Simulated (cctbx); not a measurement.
# Accept or mend?

Cell a = 14.7750 Å, b = 6.8760 Å, c = 11.4440 Å, α = 90.00°, β = 121.96°, γ = 90.00°; space group C2/c (no. 15).

The data are simulated with cctbx, not measured: Mo Kα, λ = 0.71073 Å, to d = 0.77 Å, 50 % of the full sphere, strongest reflection 20000 counts, noise from counting, a 2 % proportional error and a noise floor of 2 counts (s.d.); no absorption.

An anisotropic refinement with weights 1/σ² prints:

```text
Rint 0.025, 1048 unique reflections to 0.77 A
cycle     R1     wR2    GooF  max shift (A)
   1  0.0426  0.1031   2.943   0.00127
   2  0.0423  0.1020   2.912   0.00000
final R1 0.0423 wR2 0.1020 GooF 2.912  parameters 41  data/parameter 25.6
atom        x        y        z      Ueq    occ   su(xyz)  su(Uiso or U11)
Se1    0.77281  0.38710  0.16143   0.0035  1.000  0.00012  0.0004
Se2    0.00000  0.45060  0.25000   0.0038  1.000  0.00018  0.0005
Se3    0.36796  0.78489  0.97518   0.0047  1.000  0.00013  0.0004
Se4    0.91618  0.01561  0.23262   0.0051  1.000  0.00013  0.0004
Cu1    0.39401  0.27607  0.98068   0.0047  1.000  0.00016  0.0005
difference map: max 11.30 min -0.93 rms 0.42
Q1    0.1107  0.2714  0.3473    8   11.48  1.87 A from Se2
Q2    0.1962  0.2217  0.4199    8    0.93  1.68 A from Se1
Q3    0.1915  0.3422  0.4131    8    0.88  1.25 A from Se1
Q4    0.2421  0.0944  0.6500    8    0.87  0.42 A from Se1
Q5    0.0621  0.1960  0.3853    8    0.85  1.50 A from Se3
Q6    0.0282  0.3196  0.2962    8    0.84  1.02 A from Se2
```

**Question.** Can this result stand? If not, what is the likely fault?

Mend it. The fault: an atom left out, B at (0.8896, 0.2715, 0.1535). Against the right model at the same level, R1 goes from 0.0140 to 0.0423 and GooF from 0.93 to 2.91 and the top difference peak, 11.5 e/Å³, lies 1.87 Å from Se2. Q1 is the missing atom. With scattering power missing, scale and phases suffer, so peaks may also grow on the heavy atoms.

The compound is Cu2B2Se7. The right model at the same level gives:

```text
Rint 0.025, 1048 unique reflections to 0.77 A
cycle     R1     wR2    GooF  max shift (A)
   1  0.0141  0.0330   0.946   0.00088
   2  0.0140  0.0325   0.932   0.00001
final R1 0.0140 wR2 0.0325 GooF 0.932  parameters 50  data/parameter 21.0
atom        x        y        z      Ueq    occ   su(xyz)  su(Uiso or U11)
Se1    0.77275  0.38722  0.16138   0.0040  1.000  0.00004  0.0001
Se2    0.00000  0.45053  0.25000   0.0040  1.000  0.00006  0.0002
Se3    0.36792  0.78489  0.97521   0.0049  1.000  0.00004  0.0001
Se4    0.91620  0.01567  0.23261   0.0054  1.000  0.00004  0.0001
Cu1    0.39397  0.27620  0.98059   0.0051  1.000  0.00005  0.0002
B1     0.88976  0.27052  0.15329   0.0071  1.000  0.00048  0.0015
difference map: max 0.75 min -0.61 rms 0.15
Q1    0.2242  0.0384  0.2118    8    0.78  1.54 A from Se1
Q2    0.0617  0.0678  0.5670    8    0.60  2.02 A from Se3
Q3    0.0892  0.1761  0.5030    8    0.58  0.93 A from Se3
Q4    0.1543  0.2521  0.2923    8    0.57  1.12 A from B1
Q5    0.0884  0.3159  0.7273    8    0.55  2.17 A from Se2
Q6    0.1487  0.4193  0.9385    8    0.52  1.92 A from Cu1
```

Isotropic U is held between 0.0001 and 1 Å² by the program, and listed peak heights are interpolated, so they can pass the grid's maximum.

The model was made for the exercise: a known structure type with other elements put in, its volume estimated, not relaxed; displacement parameters are assumed.

[Middle refinement cycles are left out of these outputs.]

[Logs are printed without paths, hosts, clocks, repeated set-up lines and the standing remarks that a program may print on its own settings, such as how far it seeks lower states.]
